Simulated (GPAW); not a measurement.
# Ballistic transport through a carbon nanotube (5, 5); OH on top of one C, which is raised by 0.35 Å, cheap and dear, part 2 of 3

Wanted: the zero-bias transmission of a carbon nanotube (5, 5); OH on top of one C, which is raised by 0.35 Å on a ladder of levels, with run times.

GPAW 26.7.0; GPAW LCAO, PAW setups; Landauer transmission from Green's functions with principal layers (ASE), zero bias.

So far, conductance (G₀): step 2 (single-zeta polarised basis) 1.35.

**3. GPAW, sz, basis sz(dzp)**

The minimal basis is the cheapest rung: no second zeta and no polarisation.

run.py

```python
import json
import numpy as np
from ase import Atoms
from ase.transport.calculators import TransportCalculator
from gpaw import GPAW, FermiDirac
from gpaw.lcao.tools import get_lcao_hamiltonian
from scipy.linalg import eigh

# The junction with lead layers at both ends, along the third cell vector
device = Atoms(
    ['C', 'C', 'C', 'C', 'C', 'C', 'C', 'C', 'C', 'C', 'C', 'C', 'C', 'C', 'C', 'C', 'C', 'C', 'C', 'C', 'C', 'C', 'C', 'C', 'C', 'C', 'C', 'C', 'C', 'C', 'C', 'C', 'C', 'C', 'C', 'C', 'C', 'C', 'C', 'C', 'C', 'C', 'C', 'C', 'C', 'C', 'C', 'C', 'C', 'C', 'C', 'C', 'C', 'C', 'C', 'C', 'C', 'C', 'C', 'C', 'C', 'C', 'C', 'C', 'C', 'C', 'C', 'C', 'C', 'C', 'C', 'C', 'C', 'C', 'C', 'C', 'C', 'C', 'C', 'C', 'C', 'C', 'C', 'C', 'C', 'C', 'C', 'C', 'C', 'C', 'C', 'C', 'C', 'C', 'C', 'C', 'C', 'C', 'C', 'C', 'C', 'C', 'C', 'C', 'C', 'C', 'C', 'C', 'C', 'C', 'C', 'C', 'C', 'C', 'C', 'C', 'C', 'C', 'C', 'C', 'C', 'C', 'C', 'C', 'C', 'C', 'C', 'O', 'C', 'C', 'C', 'H', 'C', 'C', 'C', 'C', 'C', 'C', 'C', 'C', 'C', 'C', 'C', 'C', 'C', 'C', 'C', 'C', 'C', 'C', 'C', 'C', 'C', 'C', 'C', 'C', 'C', 'C', 'C', 'C', 'C', 'C', 'C', 'C', 'C', 'C', 'C', 'C', 'C', 'C', 'C', 'C', 'C', 'C', 'C', 'C', 'C', 'C', 'C', 'C', 'C', 'C', 'C', 'C', 'C', 'C', 'C', 'C', 'C', 'C', 'C', 'C', 'C', 'C', 'C', 'C', 'C', 'C', 'C', 'C', 'C', 'C', 'C', 'C', 'C', 'C', 'C', 'C', 'C', 'C', 'C', 'C', 'C', 'C', 'C', 'C', 'C', 'C', 'C', 'C', 'C', 'C', 'C', 'C', 'C', 'C', 'C', 'C', 'C', 'C', 'C', 'C', 'C', 'C', 'C', 'C', 'C', 'C', 'C', 'C', 'C', 'C'],
    positions=[
        [4.07408, 8.09482, 0.61488],
        [4.64743, 9.38259, 0.61488],
        [4.64743, 5.39741, 0.61488],
        [5.69500, 4.45417, 0.61488],
        [7.03565, 10.76143, 0.61488],
        [8.43757, 10.61408, 0.61488],
        [8.43757, 4.16592, 0.61488],
        [9.65835, 4.87074, 0.61488],
        [10.48692, 8.76884, 0.61488],
        [10.78000, 7.39000, 0.61488],
        [4.00000, 7.39000, 1.84463],
        [4.29308, 6.01116, 1.84463],
        [5.12165, 9.90926, 1.84463],
        [6.34243, 10.61408, 1.84463],
        [6.34243, 4.16592, 1.84463],
        [7.74435, 4.01857, 1.84463],
        [9.08500, 10.32583, 1.84463],
        [10.13257, 9.38259, 1.84463],
        [10.13257, 5.39741, 1.84463],
        [10.70592, 6.68518, 1.84463],
        [4.07408, 8.09482, 3.07439],
        [4.64743, 9.38259, 3.07439],
        [4.64743, 5.39741, 3.07439],
        [5.69500, 4.45417, 3.07439],
        [7.03565, 10.76143, 3.07439],
        [8.43757, 10.61408, 3.07439],
        [8.43757, 4.16592, 3.07439],
        [9.65835, 4.87074, 3.07439],
        [10.48692, 8.76884, 3.07439],
        [10.78000, 7.39000, 3.07439],
[... 206 atom lines left out ...]
        [6.34243, 4.16592, 28.89927],
        [7.74435, 4.01857, 28.89927],
        [9.08500, 10.32583, 28.89927],
        [10.13257, 9.38259, 28.89927],
        [10.13257, 5.39741, 28.89927],
        [10.70592, 6.68518, 28.89927]],
    cell=[[14.78, 0.0, 0.0], [0.0, 14.78, 0.0], [0.0, 0.0, 29.51415]],
    pbc=True,
    magmoms=[0.0, 0.0, 0.0, 0.0, 0.0, 0.0, 0.0, 0.0, 0.0, 0.0, 0.0, 0.0, 0.0, 0.0, 0.0, 0.0, 0.0, 0.0, 0.0, 0.0, 0.0, 0.0, 0.0, 0.0, 0.0, 0.0, 0.0, 0.0, 0.0, 0.0, 0.0, 0.0, 0.0, 0.0, 0.0, 0.0, 0.0, 0.0, 0.0, 0.0, 0.0, 0.0, 0.0, 0.0, 0.0, 0.0, 0.0, 0.0, 0.0, 0.0, 0.0, 0.0, 0.0, 0.0, 0.0, 0.0, 0.0, 0.0, 0.0, 0.0, 0.0, 0.0, 0.0, 0.0, 0.0, 0.0, 0.0, 0.0, 0.0, 0.0, 0.0, 0.0, 0.0, 0.0, 0.0, 0.0, 0.0, 0.0, 0.0, 0.0, 0.0, 0.0, 0.0, 0.0, 0.0, 0.0, 0.0, 0.0, 0.0, 0.0, 0.0, 0.0, 0.0, 0.0, 0.0, 0.0, 0.0, 0.0, 0.0, 0.0, 0.5, 0.0, 0.0, 0.0, 0.0, 0.0, 0.0, 0.0, 0.0, 0.0, 0.0, 0.0, 0.0, 0.0, 0.0, 0.0, 0.5, 0.0, 0.0, 0.0, 0.5, 0.0, 0.0, 0.0, 0.0, 0.0, 0.0, 0.0, 0.0, 0.0, 0.5, 0.0, 0.0, 0.0, 0.0, 0.0, 0.0, 0.0, 0.0, 0.0, 0.5, 0.0, 0.0, 0.0, 0.0, 0.0, 0.0, 0.0, 0.0, 0.0, 0.0, 0.0, 0.0, 0.0, 0.0, 0.0, 0.0, 0.0, 0.0, 0.0, 0.0, 0.0, 0.0, 0.0, 0.0, 0.0, 0.0, 0.0, 0.0, 0.0, 0.0, 0.0, 0.0, 0.0, 0.0, 0.0, 0.0, 0.0, 0.0, 0.0, 0.0, 0.0, 0.0, 0.0, 0.0, 0.0, 0.0, 0.0, 0.0, 0.0, 0.0, 0.0, 0.0, 0.0, 0.0, 0.0, 0.0, 0.0, 0.0, 0.0, 0.0, 0.0, 0.0, 0.0, 0.0, 0.0, 0.0, 0.0, 0.0, 0.0, 0.0, 0.0, 0.0, 0.0, 0.0, 0.0, 0.0, 0.0, 0.0, 0.0, 0.0, 0.0, 0.0, 0.0, 0.0, 0.0, 0.0, 0.0, 0.0, 0.0, 0.0, 0.0, 0.0, 0.0, 0.0, 0.0, 0.0, 0.0, 0.0, 0.0, 0.0, 0.0])

# One principal layer of the lead: the first 60 atoms of the device
lead = Atoms(
    ['C', 'C', 'C', 'C', 'C', 'C', 'C', 'C', 'C', 'C', 'C', 'C', 'C', 'C', 'C', 'C', 'C', 'C', 'C', 'C', 'C', 'C', 'C', 'C', 'C', 'C', 'C', 'C', 'C', 'C', 'C', 'C', 'C', 'C', 'C', 'C', 'C', 'C', 'C', 'C', 'C', 'C', 'C', 'C', 'C', 'C', 'C', 'C', 'C', 'C', 'C', 'C', 'C', 'C', 'C', 'C', 'C', 'C', 'C', 'C'],
    positions=[
        [4.07408, 8.09482, 0.61488],
        [4.64743, 9.38259, 0.61488],
        [4.64743, 5.39741, 0.61488],
        [5.69500, 4.45417, 0.61488],
        [7.03565, 10.76143, 0.61488],
        [8.43757, 10.61408, 0.61488],
        [8.43757, 4.16592, 0.61488],
        [9.65835, 4.87074, 0.61488],
        [10.48692, 8.76884, 0.61488],
        [10.78000, 7.39000, 0.61488],
        [4.00000, 7.39000, 1.84463],
        [4.29308, 6.01116, 1.84463],
        [5.12165, 9.90926, 1.84463],
        [6.34243, 10.61408, 1.84463],
        [6.34243, 4.16592, 1.84463],
        [7.74435, 4.01857, 1.84463],
        [9.08500, 10.32583, 1.84463],
        [10.13257, 9.38259, 1.84463],
        [10.13257, 5.39741, 1.84463],
        [10.70592, 6.68518, 1.84463],
        [4.07408, 8.09482, 3.07439],
        [4.64743, 9.38259, 3.07439],
        [4.64743, 5.39741, 3.07439],
        [5.69500, 4.45417, 3.07439],
        [7.03565, 10.76143, 3.07439],
        [8.43757, 10.61408, 3.07439],
        [8.43757, 4.16592, 3.07439],
        [9.65835, 4.87074, 3.07439],
        [10.48692, 8.76884, 3.07439],
        [10.78000, 7.39000, 3.07439],
        [4.00000, 7.39000, 4.30415],
        [4.29308, 6.01116, 4.30415],
        [5.12165, 9.90926, 4.30415],
        [6.34243, 10.61408, 4.30415],
        [6.34243, 4.16592, 4.30415],
        [7.74435, 4.01857, 4.30415],
        [9.08500, 10.32583, 4.30415],
        [10.13257, 9.38259, 4.30415],
        [10.13257, 5.39741, 4.30415],
        [10.70592, 6.68518, 4.30415],
        [4.07408, 8.09482, 5.53390],
        [4.64743, 9.38259, 5.53390],
        [4.64743, 5.39741, 5.53390],
        [5.69500, 4.45417, 5.53390],
        [7.03565, 10.76143, 5.53390],
        [8.43757, 10.61408, 5.53390],
        [8.43757, 4.16592, 5.53390],
        [9.65835, 4.87074, 5.53390],
        [10.48692, 8.76884, 5.53390],
        [10.78000, 7.39000, 5.53390],
        [4.00000, 7.39000, 6.76366],
        [4.29308, 6.01116, 6.76366],
        [5.12165, 9.90926, 6.76366],
        [6.34243, 10.61408, 6.76366],
        [6.34243, 4.16592, 6.76366],
        [7.74435, 4.01857, 6.76366],
        [9.08500, 10.32583, 6.76366],
        [10.13257, 9.38259, 6.76366],
        [10.13257, 5.39741, 6.76366],
        [10.70592, 6.68518, 6.76366]],
    cell=[[14.78, 0.0, 0.0], [0.0, 14.78, 0.0], [0.0, 0.0, 7.37854]],
    pbc=True,
    magmoms=[0.0, 0.0, 0.0, 0.0, 0.0, 0.0, 0.0, 0.0, 0.0, 0.0, 0.0, 0.0, 0.0, 0.0, 0.0, 0.0, 0.0, 0.0, 0.0, 0.0, 0.0, 0.0, 0.0, 0.0, 0.0, 0.0, 0.0, 0.0, 0.0, 0.0, 0.0, 0.0, 0.0, 0.0, 0.0, 0.0, 0.0, 0.0, 0.0, 0.0, 0.0, 0.0, 0.0, 0.0, 0.0, 0.0, 0.0, 0.0, 0.0, 0.0, 0.0, 0.0, 0.0, 0.0, 0.0, 0.0, 0.0, 0.0, 0.0, 0.0])

settings = dict(mode='lcao', basis='sz(dzp)', xc='PBE', h=0.18,
                occupations=FermiDirac(0.1), maxiter=250,
                mixer=dict(beta=0.05, nmaxold=8, weight=100.0),
                convergence=dict(density=0.0001))
energies = np.arange(-3, 3 + 1e-9, 0.075)
eta = 0.0001
n1, n2 = 1, 1
# k and -k transmit alike, so half of the mesh across the current serves
mesh = [(i, j) for i in range(n1) for j in range(n2) if (i, j) <= (-i % n1, -j % n2)]
weights = np.array([1 if (i, j) == (-i % n1, -j % n2) else 2 for i, j in mesh]) / (n1 * n2)


def ground_state(atoms, size, txt):
    atoms.calc = GPAW(kpts={'size': size, 'gamma': True}, symmetry={'tolerance': 1e-3}, txt=txt, **settings)
    atoms.get_potential_energy()
    return atoms.calc.get_fermi_level()


def blocks(atoms, fermi, points, nz, cells):
    """H - E_F S and S between cell 0 and the cells above it, at each point across the current."""
    kz = np.arange(nz) / nz
    calc = atoms.calc.fixed_density(kpts=[(*k, z) for k in points for z in kz], symmetry='off', txt=None)
    H, S = get_lcao_hamiltonian(calc)
    H = (H - fermi * S).reshape(len(H), len(points), nz, *S.shape[1:])
    S = S.reshape(H.shape[1:])
    phases = [np.exp(-2j * np.pi * kz * R) / nz for R in cells]
    return [(np.einsum('skzij,z->ksij', H, p), np.einsum('kzij,z->kij', S, p)) for p in phases]


def pair(a, b):
    return np.block([[a, b], [b.T.conj(), a]])


def count_channels(h, s, cells, nk=240):
    """Half the number of times that the lead's bands cross each energy, unfolded to its shortest repeat."""
    b = len(h) // cells
    bands = []
    for k in (np.arange(nk + 1) + 0.5) / nk:
        hk, sk = h[:b, :b].copy(), s[:b, :b].copy()
        for R in range(1, cells):
            phase, block = np.exp(2j * np.pi * k * R), slice(R * b, (R + 1) * b)
            hk += h[:b, block] * phase + (h[:b, block] * phase).T.conj()
            sk += s[:b, block] * phase + (s[:b, block] * phase).T.conj()
        w, u = eigh(sk)
        x = u[:, w > 1e-5] / w[w > 1e-5]**0.5  # drop near-dependent combinations
        bands.append(np.r_[eigh(x.T.conj() @ hk @ x, eigvals_only=True), [1e9] * (w <= 1e-5).sum()])
    below = np.array(bands)[:, :, None] < energies
    return (below[1:] != below[:-1]).sum((0, 1)) / 2


fermi_lead = ground_state(lead, (1, 1, 15), 'lead.txt')
fermi_device = ground_state(device, (1, 1, 3), 'device.txt')
T, channels, eigen, tail, misfit, shifts = [], [], [], 0.0, 0.0, []
for first in range(0, len(mesh), 1):
    points = [(i / n1, j / n2) for i, j in mesh[first:first + 1]]
    (H0k, S0k), (H1k, S1k), (H2k, _) = blocks(lead, fermi_lead, points, 5, range(3))
    [(Hk, Sk)] = blocks(device, fermi_device, points, 2, [0])
    tail = max(tail, abs(H2k).max())
    for H0, S0, H1, S1, H, S in zip(H0k, S0k, H1k, S1k, Hk, Sk):
        n = len(S0)
        # Shift the lead onto the potential of the device's first layer
        shift = ((H[:, 0, 0] - H0[:, 0, 0]) / S0[0, 0]).real.mean()
        shifts.append(shift)
        misfit = max(misfit, abs(H[:, :n, :n] - H0 - shift * S0).max())
        Tk, Ck, Ek = [], [], []
        for s in range(len(H)):
            t = s % len(H0)  # a lead without moments serves both spins
            h1, s1 = pair(H0[t] + shift * S0, H1[t] + shift * S1), pair(S0, S1)
            leads = dict(h1=h1, s1=s1, energies=energies, eta=eta, eta1=eta, eta2=eta)
            calc = TransportCalculator(h=H[s], s=S, eigenchannels=3, **leads)
            Tk.append(calc.get_transmission())
            Ek.append(np.sort(calc.eigenchannels_ne, axis=0)[::-1])
            Ck.append(count_channels(h1, s1, 6))
        T.append(Tk)
        channels.append(Ck)
        eigen.append(Ek)
T, channels = np.array(T), np.array(channels)
mean, open_channels = np.einsum('kse,k->se', T, weights), np.einsum('kse,k->se', channels, weights)

print(f'basis functions: device {len(S)}, principal layer {n}')
print(f'Fermi level: lead {fermi_lead:.4f} eV, device {fermi_device:.4f} eV; lead shifted by {np.mean(shifts):.4f} eV')
print(f'largest coupling past the next layer {tail:.2e} eV, largest misfit of the first layer {misfit:.3f} eV')
print('  E-E_F (eV)   ' + 'T up        T down      channels up  channels down')
for e, t, c in zip(energies, mean.T, open_channels.T):
    print(f'{e:10.3f}  ', *[f'{x:11.4e}' for x in t], *[f'{x:9.4f}' for x in c])

kT = 8.617333e-5 * 77
fine = np.linspace(energies[0], energies[-1], 4001)
both = np.exp(np.interp(fine, energies, np.log(np.maximum(mean.sum(0) * 2 / len(mean), 1e-30))))
fermi = lambda mu: 1 / (1 + np.exp(np.clip((fine - mu) / kT, -200, 200)))
slope = fermi(0) * (1 - fermi(0)) / kT
G = np.trapezoid(both * slope, fine) / 2
seebeck = -np.trapezoid(both * slope * fine, fine) / (2 * G * 77) * 1e6
print(f'conductance at 77 K: {G:.5g} G0 a cell; thermopower {seebeck:.4g} uV/K')
bias = [0.1, 0.2, 0.5, 1.0, 1.5, 2.0]
current = [38.74 * np.trapezoid(both * (fermi(V / 2) - fermi(-V / 2)), fine) for V in bias]
for V, I in zip(bias, current):
    print(f'current from the zero-bias T(E) at {V} V: {I:.5g} uA')
zero = abs(energies).argmin()
json.dump(dict(energies=energies.tolist(), T=mean.tolist(), channels=open_channels.tolist(), G=G, seebeck=seebeck,
               bias=bias, current=current, tail=tail, misfit=misfit, shift=np.mean(shifts), n_device=len(S), n_lead=n,
               fermi=[fermi_lead, fermi_device], energy=device.get_potential_energy(),
               moments=device.get_magnetic_moments().tolist(), mesh=mesh, weights=weights.tolist(),
               T_k=T[:, :, zero].tolist(), eigen=np.array(eigen[0]).tolist()), open('result.json', 'w'))
```

On the command line:

```console
OMP_NUM_THREADS=1 OPENBLAS_NUM_THREADS=1 python run.py
```

The log of the run:

```text
basis functions: device 965, principal layer 240
Fermi level: lead -3.3234 eV, device -3.3115 eV; lead shifted by 0.0046 eV
largest coupling past the next layer 3.14e-15 eV, largest misfit of the first layer 0.021 eV
  E-E_F (eV)   T up        T down      [channel counts left out]
    -3.000    7.5235e+00  7.5233e+00
    -2.925    7.8429e+00  7.8427e+00
    -2.850    7.9329e+00  7.9327e+00
    -2.775    7.9642e+00  7.9639e+00
    -2.700    7.9771e+00  7.9767e+00
    -2.625    7.9793e+00  7.9789e+00
    -2.550    7.9687e+00  7.9682e+00
    -2.475    7.9448e+00  7.9443e+00
    -2.400    7.8828e+00  7.8820e+00
    -2.325    7.6820e+00  7.6808e+00
    -2.250    4.8988e+00  4.8984e+00
    -2.175    4.2500e+00  4.2519e+00
    -2.100    4.0006e+00  3.9999e+00
    -2.025    4.0766e+00  4.0759e+00
    -1.950    4.4093e+00  4.4088e+00
    -1.875    4.8992e+00  4.8989e+00
[...]
2.475    7.9184e+00  7.9181e+00
     2.550    7.9225e+00  7.9222e+00
     2.625    7.9253e+00  7.9251e+00
     2.700    7.9266e+00  7.9264e+00
     2.775    7.9264e+00  7.9262e+00
     2.850    7.9243e+00  7.9241e+00
     2.925    7.9193e+00  7.9191e+00
     3.000    7.9105e+00  7.9103e+00
conductance at 77 K: 1.2154 G0 a cell; thermopower -2.358 uV/K
current from the zero-bias T(E) at 0.1 V: 9.4367 uA
current from the zero-bias T(E) at 0.2 V: 18.94 uA
current from the zero-bias T(E) at 0.5 V: 48.021 uA
current from the zero-bias T(E) at 1.0 V: 101.61 uA
current from the zero-bias T(E) at 1.5 V: 159.75 uA
current from the zero-bias T(E) at 2.0 V: 227.58 uA
```

Elapsed: 22 min, on 1 thread of Arm Neoverse V1, shared host; peak memory 4.7 GiB.

Numbers from this step:

```yaml
conductance: 1.215 G₀
thermopower: -2.358 μV/K
largest_coupling_past_the_next_principal_layer: 3.14e-15 eV
largest_misfit_of_the_first_principal_layer: 0.02081 eV
shift_that_aligns_the_lead: 0.004592 eV
basis_functions_of_the_junction: 965
basis_functions_of_a_principal_layer: 240
transmission_at_the_fermi_level_spin_up: 1.215
transmission_at_the_fermi_level_spin_down: 1.214
```

Each spin. The transmission, zone mean by energy, zero at the Fermi level:

| energy (eV) | T, spin up | T, spin down |
| --- | --- | --- |
| -3.00 | 7.52 | 7.52 |
| -2.85 | 7.93 | 7.93 |
| -2.70 | 7.98 | 7.98 |
| -2.62 | 7.98 | 7.98 |
| -2.55 | 7.97 | 7.97 |
| -2.33 | 7.68 | 7.68 |
| -2.17 | 4.25 | 4.25 |
| -2.02 | 4.08 | 4.08 |
| -1.88 | 4.90 | 4.90 |
| -1.80 | 4.96 | 4.96 |
| -1.73 | 4.95 | 4.95 |
| -1.57 | 4.78 | 4.78 |
| -1.35 | 1.86 | 1.86 |
| -1.20 | 1.80 | 1.80 |
| -1.05 | 1.74 | 1.74 |
| -0.90 | 1.64 | 1.64 |
| -0.75 | 1.47 | 1.47 |
| -0.60 | 1.21 | 1.21 |
| -0.38 | 1.07 | 1.07 |
| -0.23 | 0.991 | 0.991 |
| -0.07 | 1.11 | 1.11 |
| 0.00 | 1.22 | 1.21 |
| 0.07 | 1.34 | 1.34 |
| 0.23 | 1.54 | 1.54 |
| 0.38 | 1.69 | 1.69 |
| 0.60 | 1.82 | 1.82 |
| 0.75 | 1.87 | 1.87 |
| 0.90 | 1.90 | 1.90 |
| 1.05 | 1.93 | 1.93 |
| 1.20 | 1.95 | 1.95 |
| 1.35 | 4.26 | 4.26 |
| 1.57 | 5.43 | 5.43 |
| 1.73 | 8.35 | 8.34 |
| 1.80 | 8.51 | 8.51 |
| 1.88 | 8.40 | 8.40 |
| 2.02 | 7.88 | 7.88 |
| 2.17 | 7.88 | 7.88 |
| 2.33 | 7.91 | 7.90 |
| 2.55 | 7.92 | 7.92 |
| 2.70 | 7.93 | 7.93 |
| 2.85 | 7.92 | 7.92 |
| 3.00 | 7.91 | 7.91 |

Not self-consistent under bias; the bias window is split evenly. Current through one cell, from the zero-bias transmission against bias:

| bias (V) | current through one cell, from the zero-bias transmission (μA) |
| --- | --- |
| 0.100 | 9.44 |
| 0.200 | 18.9 |
| 0.500 | 48.0 |
| 1.000 | 102 |
| 1.500 | 160 |
| 2.000 | 228 |

Transmission of the three most open eigenchannels against energy, zero at the Fermi level:

| energy (eV) | channel 1 up | channel 2 up | channel 3 up | channel 1 down | channel 2 down | channel 3 down |
| --- | --- | --- | --- | --- | --- | --- |
| -3.000 | 0.999 | 0.999 | 0.999 | 0.999 | 0.999 | 0.998 |
| -2.475 | 0.999 | 0.998 | 0.998 | 0.999 | 0.998 | 0.998 |
| -2.025 | 0.999 | 0.997 | 0.993 | 0.999 | 0.997 | 0.993 |
| -1.500 | 0.999 | 0.986 | 0.810 | 0.999 | 0.986 | 0.810 |
| -0.975 | 0.998 | 0.695 | 0 | 0.998 | 0.695 | 0 |
| -0.525 | 0.949 | 0.297 | 0 | 0.949 | 0.298 | 0 |
| 0.000 | 0.995 | 0.220 | 0 | 0.994 | 0.219 | 0 |
| 0.525 | 0.996 | 0.785 | 0 | 0.996 | 0.786 | 0 |
| 0.975 | 0.997 | 0.918 | 4.2e-12 | 0.997 | 0.918 | 4.2e-12 |
| 1.500 | 0.999 | 0.994 | 0.984 | 0.999 | 0.994 | 0.984 |
| 2.025 | 0.999 | 0.998 | 0.998 | 0.999 | 0.998 | 0.998 |
| 2.475 | 0.999 | 0.999 | 0.999 | 0.999 | 0.999 | 0.999 |
| 3.000 | 0.999 | 0.999 | 0.999 | 0.999 | 0.999 | 0.999 |

The transmission at the Fermi level comes to 1.22 (T, spin up) and 1.21 (T, spin down). The current reaches 228 μA at 2 V, 1.2 times what the ratio of current to bias at 0.1 V would give.

**4. LDA in the szp basis: xc = "LDA"**

Back in the szp basis, the functional changes from PBE to LDA, to set the spread between functionals beside that between bases.

Edit run.py of step 3 so:

```diff
@@ -121,3 +121,3 @@
 
-settings = dict(mode='lcao', basis='sz(dzp)', xc='PBE', h=0.18,
+settings = dict(mode='lcao', basis='szp(dzp)', xc='LDA', h=0.18,
                 occupations=FermiDirac(0.1), maxiter=250,
```

The log of the run:

```text
basis functions: device 2173, principal layer 540
Fermi level: lead -2.8169 eV, device -2.8266 eV; lead shifted by 0.0117 eV
largest coupling past the next layer 4.46e-15 eV, largest misfit of the first layer 0.024 eV
  E-E_F (eV)   T up        T down      [channel counts left out]
    -3.000    6.3397e+00  6.3397e+00
    -2.925    7.1841e+00  7.1840e+00
    -2.850    7.6895e+00  7.6894e+00
[...]
2.925    7.8978e+00  7.8977e+00
     3.000    7.8645e+00  7.8644e+00
conductance at 77 K: 1.3558 G0 a cell; thermopower -2.189 uV/K
current from the zero-bias T(E) at 0.1 V: 10.5 uA
current from the zero-bias T(E) at 0.2 V: 20.992 uA
current from the zero-bias T(E) at 0.5 V: 52.259 uA
current from the zero-bias T(E) at 1.0 V: 106.4 uA
current from the zero-bias T(E) at 1.5 V: 167.56 uA
current from the zero-bias T(E) at 2.0 V: 233.78 uA
```

Elapsed: 2.6 h, on 1 thread; peak memory 6.9 GiB.

Numbers from this step:

```
conductance                                    : 1.356 G₀
thermopower                                    : -2.189 μV/K
largest coupling past the next principal layer : 4.46e-15 eV
largest misfit of the first principal layer    : 0.02379 eV
shift that aligns the lead                     : 0.01171 eV
basis functions of the junction                : 2173
basis functions of a principal layer           : 540
transmission at the Fermi level, spin up       : 1.357
transmission at the Fermi level, spin down     : 1.356
```

The conductance equals that of the szp run to 0.2 %.

**5. The ladder**

Times are for 1 thread of Arm Neoverse V1, shared host. The series side by side:

| no. | run | conductance (G₀) | time | memory (GiB) |
| --- | --- | --- | --- | --- |
| 1 | szp | 1.353 | 2.6 h | 6.9 |
| 2 | sz | 1.215 | 22 min | 4.7 |
| 3 | szp LDA | 1.356 | 2.6 h | 6.9 |

(Part 2 of 3 ends here.)

[Logs are printed without paths, hosts, clocks, repeated set-up lines and the standing remarks that a program may print on its own settings, such as how far it seeks lower states.]

[Hosts, paths, dates, database ids (printed as entryN), source tags and the programs' standing remarks are cut or masked in the printed files.]
